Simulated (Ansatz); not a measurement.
**Ga2O3 (C2/m): band gap by G0W0 on r2SCAN**

How far does one-shot GW move the r2SCAN gap of Ga2O3 (C2/m)?

Method: r2SCAN, then G0W0 on it, plane waves, PAW, in Ansatz 0.2.0.

**What was measured.**

- Gap 5.01 eV: direct optical gap from Tauc plot, as-grown; optical transmittance, Tauc extrapolation; film (RF-sputtered film deposited at room temperature, 120 nm, not annealed, poorer crystallinity) on 4H-SiC (“Influence of Annealing Atmosphere on the Characteristics of Ga2O3/4H-SiC n-n Heterojunction Diodes”, 2020, pmc:7013600).

- Gap 4.5 eV: optical absorption edge from ellipsometry; spectroscopic ellipsometry; film (oxidised 75 nm GaSe layer, annealed at 800 C in oxygen) on Al2O3 (“Thin Ga2O3 Layers by Thermal Oxidation of van der Waals GaSe Nanostructures for Ultraviolet Photon Sensing”, 2024, pmc:11320379).

- Gap 4.88 eV: optical direct gap from Tauc plot; optical transmission, Tauc plot; film (as-deposited 50 nm PLD film, (-201) oriented) on c-plane sapphire (“beta-phase (AlxGa1-x)2O3 thin film with Al composition more than 70%”, 2020, arxiv:2005.05799).

- Gap 4.96 eV: direct optical gap from Tauc plot, film annealed at 800 C; UV-Vis transmission and reflection, Tauc plot; film (80 nm PE-ALD film on sapphire, annealed in O2 at 800 C for 15 min) on sapphire (“Investigation of Ga2O3-Based Deep Ultraviolet Photodetectors Using Plasma-Enhanced Atomic Layer Deposition System”, 2020, pmc:7662978).

- Gap 4.65 eV: direct optical gap from Tauc extrapolation, as-deposited; optical transmittance, Tauc plot; film (polycrystalline sputtered film, about 164 nm, on sapphire, not annealed) on Al2O3 (0006) (“Effects of Post Annealing on Electrical Performance of Polycrystalline Ga2O3 Photodetector on Sapphire”, 2020, pmc:7206477).

This is a selection; 6 further reports are not listed.

## (1) The structure

Symmetry: C2/m, No. 12, monoclinic system. The conventional cell has a = 12.214 Å, b = 3.037 Å, c = 5.798 Å, α = 90.00°, β = 103.83°, γ = 90.00°. Nearest to Ga lie 4 O at 1.83 to 1.86 Å. Ga has 6 O at 1.94 to 2.07 Å nearest. Nearest to O lie 3 Ga at 1.83 to 1.94 Å. Nearest to O lie 4 Ga at 1.86 to 2.07 Å. O has 3 Ga at 1.83 to 1.94 Å nearest. Farther neighbours and most contacts between anions are not listed.

The cell and positions come from the Crystallography Open Database and are kept as given unless a step says otherwise. The default PAW set here is soft_2. Its files were made with PBE.

## (2) The r2SCAN band structure

Levels along a band path and on the mesh show where this functional puts the band edges.

This step: DFT, r2SCAN, plane waves, PAW.

Contents of input.yaml:

```yaml
crystal:
  lattice:
    - [6.107, -1.51855, 0.0]
    - [6.107, 1.51855, 0.0]
    - [-1.3859888959, 0.0, 5.630008738]
  atoms:
    - { symbol: Ga, position: [0.0905, 0.0905, 0.7946] }
    - { symbol: Ga, position: [0.9095, 0.9095, 0.2054] }
    - { symbol: Ga, position: [0.65866, 0.65866, 0.31402] }
    - { symbol: Ga, position: [0.34134, 0.34134, 0.68598] }
    - { symbol: O, position: [0.1645, 0.1645, 0.1098] }
    - { symbol: O, position: [0.8355, 0.8355, 0.8902] }
    - { symbol: O, position: [0.1733, 0.1733, 0.5632] }
    - { symbol: O, position: [0.8267, 0.8267, 0.4368] }
    - { symbol: O, position: [0.4959, 0.4959, 0.2566] }
    - { symbol: O, position: [0.5041, 0.5041, 0.7434] }
kpoints:
  mp_grid: { grid: [8, 8, 4] }
  band_path:
    path:
      - [[0.0, 0.0, 0.0], [-0.2663944, 0.2663944, 0.0]]
      - [[-0.7336056, -0.2663944, 0.0], [-0.5, -0.5, 0.0], [0.0, 0.0, 0.0], [-0.5, -0.5, 0.5], [-0.74186107, -0.25813893, 0.5]]
      - [[-0.25813893, 0.25813893, 0.5], [0.0, 0.0, 0.5], [0.0, 0.0, 0.0]]
      - [[-0.5, 0.0, 0.5], [0.0, 0.0, 0.0], [-0.5, 0.0, 0.0]]
    npoints: 10
hamiltonian:
  xc: r2scan
scf:
  occupations: { method: fermi_dirac, width: 0.02 }
  n_extra_bands: 7
output:
  eigenvalues: true
  forces: true
  stress: true
  write_density: true
  write_potential: true
  elf: true
  volumetric_format: npy
```

Command:

```bash
> ansatz run input.yaml --threads 3 --pin off --max-ram 92160MiB --backend cuda --events-out ev --progress --plain --runs-dir out --devices 1 --max-vram 13GiB  # rebuilt from the run's record
```

Numbers of over 12 decimals in the logs are rounded to 6 here.

Log:

```text
basis.fft_grid_basis auto: the FFT boxes are laid along the combinations [[1, -1, 0], [0, 1, 0], [0, 0, 1]] of the cell's own vectors, 3.037, 6.293 and 5.798 Å long. The dense box has 24×48×45 points. Along the cell's own vectors, as sized, it would have 48×48×45, 2.00 times as many. Of the 4 symmetry operations that the crystal satisfies within crystal.symmetry.tolerance (time reversal apart; of a slab, those that k [...]
scf.n_extra_bands = 7 over 44 filled bands (N_el = 88.0): the run solves 51 bands
GPUs: using 1 of 1 available (devices: 1).
Engine: ansatz 0.2.0, x86_64-unknown-linux-gnu
Pseudopotentials: kind: paw
Pseudopotential: Ga, paw, valence charge 13, recommended cutoff 500 eV (meta_gga), Ga.paw.azcp
Pseudopotential: O, paw, valence charge 6, recommended cutoff 500 eV (meta_gga), O.paw.azcp
Functional definition: r2SCAN
  parameter k0 = 0.174
  parameter k1 = 0.065
  parameter a1 = 4.9479
  exchange = r2scan_x(k0 = k0, k1 = k1, a1 = a1)
  correlation = r2scan_c
device memory: the entry about to start is reckoned to put 4.1 GiB on a device that reports 36.7 GiB free (of which the cap on the GPU budget leaves the run 13.0 GiB)
GPU FFT provider: cuFFT
GPU libraries: cuBLAS 13.8.2, cuFFT 12.4.0, cuSOLVER 12.3.4
Crystal: 10 atoms, lattice volume = 104.423 Å³
Basis set: ecut = 500 eV, 2661 PW (Γ), FFT grids on a1−a2, a2, a3, exchange–correlation on 96×192×180 points (64 copies of the dense FFT grid, shifted against one another)
Bands: 51, of which v1, the nominal top of the filled ones, is band 44 counted from 1 (43 counted from 0)
Symmetry: 4 space group operations
Space group: C2/m (ITA 12), of the structure as read, at distance tolerance 4.7e-5 Å
k-points: 78 of 256
Non-local potential: Ga, projectors of the file, l = 0: 2, l = 1: 2, l = 2: 3, l = 3: 1
Non-local potential: O, projectors of the file, l = 0: 2, l = 1: 2, l = 2: 1
PAW form: soft (Blöchl's): semilocal exchange-correlation on the pseudo side does not see the compensation charge
PAW frozen core: Ga, regenerated for the run's functional (the file was generated under x = pbe(κ = 0.804, μ = 0.219515), c = pbe(β = 0.066725))
PAW frozen core: O, regenerated for the run's functional (the file was generated under x = pbe(κ = 0.804, μ = 0.219515), c = pbe(β = 0.066725))
PAW one-centre angular grid: Ga, 590 points (default); XC on 160 Gauss nodes
PAW one-centre angular grid: O, 302 points (default); XC on 160 Gauss nodes
Initial density: superposition of atomic densities (neutral atoms: chi_scale 0, normalization atom), corrected by the library's trained network
Initial wavefunctions: pseudopotential atomic-orbital guess
GPU buffer pool allocated for 51840 grid points (all kernels)
GPU transforms: local potential: pruned to the plane-wave sphere, on 24×45×45; band sums: pruned to the plane-wave sphere, on 24×48×45
Functional: x = r2scan, c = r2scan; τ floored in thin density (d = 2e-4 eV/Å³)
SCF iter   1: F=—  HF=-18577.670040 eV  |F-HF|=—  |Δ(HF+E_count)|=         —  Δρ=1.36e-2  dr2=8.53e-2  dr2_τ=4.04e-1  ethr=1.77e-3  ⟨swp⟩=6.9  Hψ=14464  notcnv=0
preconditioner: auto → Resta (q_TF=auto, 2.652 Å⁻¹)  ε∞=4.6  [insulator: Δε(μ)=3.106 eV  Ē_g=17.958 eV  σ=0.020 eV  W_gap=1.00  n_scr=34 (ndim 8)  ℏωp=34.1 eV  f_vac=0.015  D(μ)=0.00/eV (n_scr^D=0)  ε∞_Penn≈4.6]
SCF iter   2: F=—  HF=-18577.839136 eV  |F-HF|=—  |Δ(HF+E_count)|=   1.69e-1  Δρ=6.75e-3  dr2=2.61e-2  dr2_τ=9.97e-4  ethr=9.70e-5  ⟨swp⟩=3.0  Hψ=8794  notcnv=0  defer=164
SCF iter   3: F=—  HF=-18577.838750 eV  |F-HF|=—  |Δ(HF+E_count)|=   3.85e-4  Δρ=3.50e-3  dr2=4.35e-3  dr2_τ=5.03e-4  ethr=2.97e-5  ⟨swp⟩=3.0  Hψ=7470  notcnv=0  defer=164
SCF iter   4: F=—  HF=-18577.838402 eV  |F-HF|=—  |Δ(HF+E_count)|=   3.49e-4  Δρ=5.11e-4  dr2=1.81e-4  dr2_τ=5.51e-5  ethr=4.95e-6  ⟨swp⟩=2.0  Hψ=7160  notcnv=0  defer=164
SCF iter   5: F=—  HF=-18577.838323 eV  |F-HF|=—  |Δ(HF+E_count)|=   7.84e-5  Δρ=1.57e-4  dr2=1.41e-5  dr2_τ=1.87e-6  ethr=2.05e-7  ⟨swp⟩=2.1  Hψ=5723  notcnv=0  defer=164
SCF iter   6: F=—  HF=-18577.838629 eV  |F-HF|=—  |Δ(HF+E_count)|=   3.06e-4  Δρ=5.18e-5  dr2=2.12e-6  dr2_τ=2.90e-7  ethr=1.60e-8  ⟨swp⟩=2.0  Hψ=7246  notcnv=0  defer=164
SCF iter   7: F=—  HF=-18577.838629 eV  |F-HF|=—  |Δ(HF+E_count)|=   6.73e-7  Δρ=1.33e-5  dr2=1.66e-7  dr2_τ=1.08e-8  ethr=2.41e-9  ⟨swp⟩=2.0  Hψ=7189  notcnv=0  defer=164
SCF iter   8: F=-18577.838629 eV  HF=-18577.838629 eV  |F-HF|=1.66e-8  |Δ(HF+E_count)|=   1.29e-7  Δρ=5.04e-6  dr2=2.61e-8  dr2_τ=1.85e-9  ethr=1.14e-10  ⟨swp⟩=14.9  Hψ=35821  notcnv=0
SCF 1 converged in 8 iterations: F = -18577.838629 eV  dr2 = 2.61e-8
  greatest PAW one-centre occupation: 0.997 electrons in one spin orbital (limit 2), on the Ga atom at site 3 (counted from 0), in its partial waves of l = 2
device memory: the entry about to start is reckoned to put 2.6 GiB on a device that reports 42.9 GiB free (of which the cap on the GPU budget leaves the run 13.0 GiB)
NSCF: frozen V_eff on 94 k-points
SCF converged after 8 iterations
Free energy (F): -18577.838629 eV
Harris-Foulkes:  -18577.838629 eV  (|F-HF|=1.66e-8)
Internal energy: -18577.838629 eV  (E = F + TS)
E sigma→0 (E₀):  -18577.838629 eV
Fermi energy:    9.334995 eV
--- Per-component energies (eV) ---
  E_band       = -151.292056
  E_kinetic    = 1525.661097
  E_local      = -9105.869611  (includes V_loc(G=0)·N_el)
  E_nonlocal   = 2029.773542
  E_hartree    = 4101.648440
  E_xc         = -684.277251
  E_vxc        = -863.634108  (∫ρ·V_xc dr)
  E_paw        = -9017.203358  (= ΣΔE_a)
  E_vpaw       = -1992.250424  (= ΣTr[D̂ρ^β])
  E_aug_tail   = 0.006025  (compensation charges beyond the density's cutoff)
  E_vtau       = 51.719231  (kinetic-family band-sum trace: ∫τ·v_τ [+ j·A + Jᵃ·Aᵃ] dr)
  E_ewald      = -7424.773589
  E_core_change = -2.803925  (= ΣΔE_core)
  E_smearing   = -0.000000  (= −TS)
  E_closure    = 0.000000  (closes the sum)
  Σ components = -18577.838629   (vs F -18577.838629, Δ=0.00e0)
--- Forces (eV/Å), atoms counted from 1 ---
  atom   1  Ga     0.09816277    -0.00000000     0.04867476
  atom   2  Ga    -0.09816277     0.00000000    -0.04867476
  atom   3  Ga     0.01170286    -0.00000000     0.07367168
  atom   4  Ga    -0.01170286     0.00000000    -0.07367168
  atom   5  O     -0.00621269     0.00000000    -0.11013792
  atom   6  O      0.00621269    -0.00000000     0.11013792
  atom   7  O     -0.02503147     0.00000000     0.00192798
  atom   8  O      0.02503147    -0.00000000    -0.00192798
  atom   9  O      0.09901952     0.00000000    -0.01240091
  atom  10  O     -0.09901952    -0.00000000     0.01240091
  max |Σ_I F_I| component: 2.78e-17 eV/Å
--- Stress (GPa, compression-positive) ---
        1.342234       0.000000      -0.063648
        0.000000       1.335731      -0.000000
       -0.063643      -0.000000       1.093659
  P = ⅓ Tr σ = 1.2572 GPa (12.572 kbar)
--- Band table (eV; the first three rows and the last of 78) ---
  k-point 0: bands = [... 40 lower, 7.1188, 7.2925, 7.4917, 7.7446, 10.8600, 14.2332, 15.2379, 15.3811, ... 3 higher]
  k-point 1: bands = [... 40 lower, 7.1380, 7.2284, 7.2953, 7.5077, 11.7641, 14.3914, 15.1070, 15.4712, ... 3 higher]
  k-point 2: bands = [... 40 lower, 7.1117, 7.1538, 7.2979, 7.4616, 13.2521, 13.3628, 15.3152, 15.8351, ... 3 higher]
  k-point 77: bands = [... 40 lower, 7.1536, 7.1763, 7.1838, 7.7603, 13.6931, 13.8059, 14.8149, 15.1321, ... 3 higher]
```

Run time: 19 s. Hardware: 1 × NVIDIA H100 80GB HBM3 (shared by 6 runs) with 3 threads of AMD EPYC 7R13 (Zen 3), shared host; peak memory 1.2 GiB; 39 s of CPU time.

The column dr2 measures how far the density is from self-consistency, as an energy; F and HF (Harris–Foulkes) agree once it is small.

Numbers from this step:

- pressure: 1.257 GPa
- filled bands: 44
- gap: 3.085 eV
- valence top at: k = (-0.548, -0.452, 0.500)
- conduction bottom at: Γ
- least direct gap: 3.115 eV

Over mesh and path the gap is 3.085 eV, from k = (-0.548, -0.452, 0.500) to k = Γ. The least direct gap found is 3.115 eV, at k = Γ. On the 8×8×4 mesh alone the same run gives 3.095 eV, so that mesh misses an edge of r2SCAN: 3.095 − 3.085 = +0.010 eV.

Electronic bands along the path, in eV, zero at the top of the highest nominally filled band:

```
     point  band 41  band 42  band 43  band 44  band 45  band 46  band 47  band 48
         Γ    -0.66    -0.48    -0.28    -0.03     3.08     6.46     7.46     7.61
   halfway    -1.07    -0.72    -0.65    -0.06     5.60     7.12     7.92     8.76
         C    -0.83    -0.75    -0.49    -0.17     6.57     7.31     7.77     7.96
jump to C2    -0.83    -0.75    -0.49    -0.17     6.57     7.31     7.77     7.96
   halfway    -0.83    -0.57    -0.46    -0.13     6.11     6.21     7.56     8.22
        Y2    -0.67    -0.66    -0.42    -0.18     5.25     5.51     6.55     7.41
   halfway    -0.68    -0.65    -0.58    -0.10     3.91     6.26     7.02     7.54
         Γ    -0.66    -0.48    -0.28    -0.03     3.08     6.46     7.46     7.61
   halfway    -0.69    -0.59    -0.53    -0.09     4.28     6.43     7.31     7.56
        M2    -0.62    -0.60    -0.59    -0.01     5.92     6.03     7.04     7.36
   halfway    -0.89    -0.81    -0.64    -0.14     7.05     7.17     7.98     8.34
         D    -1.16    -0.92    -0.89    -0.65     7.76     7.84     8.50     8.93
jump to D2    -1.16    -0.92    -0.89    -0.65     7.76     7.84     8.50     8.93
   halfway    -1.11    -0.83    -0.43    -0.42     6.62     6.74     8.79     9.05
         A    -0.66    -0.62    -0.48    -0.31     5.48     5.59     7.54     8.06
   halfway    -0.64    -0.55    -0.48    -0.27     3.99     6.62     7.33     7.70
         Γ    -0.66    -0.48    -0.28    -0.03     3.08     6.46     7.46     7.61
jump to L2    -1.15    -1.08    -0.76    -0.68     7.74     7.77     8.67     8.88
   halfway    -1.03    -0.84    -0.44    -0.32     5.85     7.28     8.24     8.86
         Γ    -0.66    -0.48    -0.28    -0.03     3.08     6.46     7.46     7.61
   halfway    -1.05    -0.75    -0.54    -0.07     5.44     7.07     7.83     8.88
        V2    -0.75    -0.73    -0.46    -0.17     6.43     7.38     8.08     8.35
```

ELF in the ac plane of the conventional cell at fractional y = 0.000, with atoms of Ga and O within 0.2 Å of it. It is the smooth field of the valence electrons, not physical close to the nuclei.

Ten even steps from '0' (0.02) to '9' (0.82), each cell a mean:
```
0123566300000000123100000389889620
0111121000000003688520001599579610
1100011000111126999741001699898300
1100023311100138858841000378874100
1111258841000138868730000023210000
0113688972000138998410000001121000
0025865972111125764100000025775200
0027977851111001110000000168998400
0015898620000000233201111387588410
0002453100000014898511001498786210
0000111100000048999620001389963111
0001356520000268659610001256520001
0004899972000268889511111011110001
0027967983000258997211110000110011
0048868972000025652000000002332110
0037999840000001100000000047886310
```
Columns run along a (12.2 Å), rows up along c (5.8 Å), edges of the conventional cell, whose origin can differ from the input's. Atoms in or near the plane, at fractional coordinates: Ga at (0.09, 0.79), Ga at (0.91, 0.21), Ga at (0.66, 0.31), Ga at (0.34, 0.69), O at (0.16, 0.11), O at (0.84, 0.89), O at (0.17, 0.56), O at (0.83, 0.44), O at (0.50, 0.26), O at (0.50, 0.74).

Valence density in the ac plane of the conventional cell at fractional y = 0.000, with atoms of Ga and O within 0.2 Å of it. It is the smooth field of the valence electrons, not physical close to the nuclei.

Ten steps, logarithmic in the rise over the least value, from '0' (0 e/Å³) to '9' (36 e/Å³), each cell a mean:
```
0012221000000000000000000014553100
0135420000000000122100000025653100
0379720000012111354210000025542000
1489621000256313565210000012321000
1255322211699523564200000001100000
0112245422697312442100000000000000
0001466521343101110000000001221000
0001455410110000000000000013542000
0001233100000000000001221135652100
0000111000000001222113663235642100
0000000000000002454227983123332321
0000111100000014664227962111126751
0001244310000014553113321000149961
0001466410000012331001100000147731
0002565310000001110000000000123210
0002443100000000000000000001332100
```
Columns run along a (12.2 Å), rows up along c (5.8 Å), edges of the conventional cell, whose origin can differ from the input's. Atoms in or near the plane, at fractional coordinates: Ga at (0.09, 0.79), Ga at (0.91, 0.21), Ga at (0.66, 0.31), Ga at (0.34, 0.69), O at (0.16, 0.11), O at (0.84, 0.89), O at (0.17, 0.56), O at (0.83, 0.44), O at (0.50, 0.26), O at (0.50, 0.74).

[end of part 1 of 3]

[Paths, hosts, dates, memory and timing lines, banners, echoed tables and standing remarks are left out of the program output.]

[Logs are printed without paths, hosts, clocks, repeated set-up lines and the standing remarks that a program may print on its own settings, such as how far it seeks lower states.]

[Runs of the session that timed out or met a known fault of the program may be left out.]

[Cells called generated may have been cut or substituted from an entry of the Crystallography Open Database or the Materials Project.]

[Hosts, paths, dates, database ids (printed as entryN), source tags and the programs' standing remarks are cut or masked in the printed files.]

[Where an RPA ε∞ is given, it is that of the G0W0 mesh and is not shown converged in it. Names of k-points follow the symmetry that the program found, which can be lower than the space group named. Band edges on a path are those of the sampled points; other points can move an edge, and change direct to indirect where valleys lie close.]

[Hybrid gaps are those of their k-mesh and are not shown converged in it.]
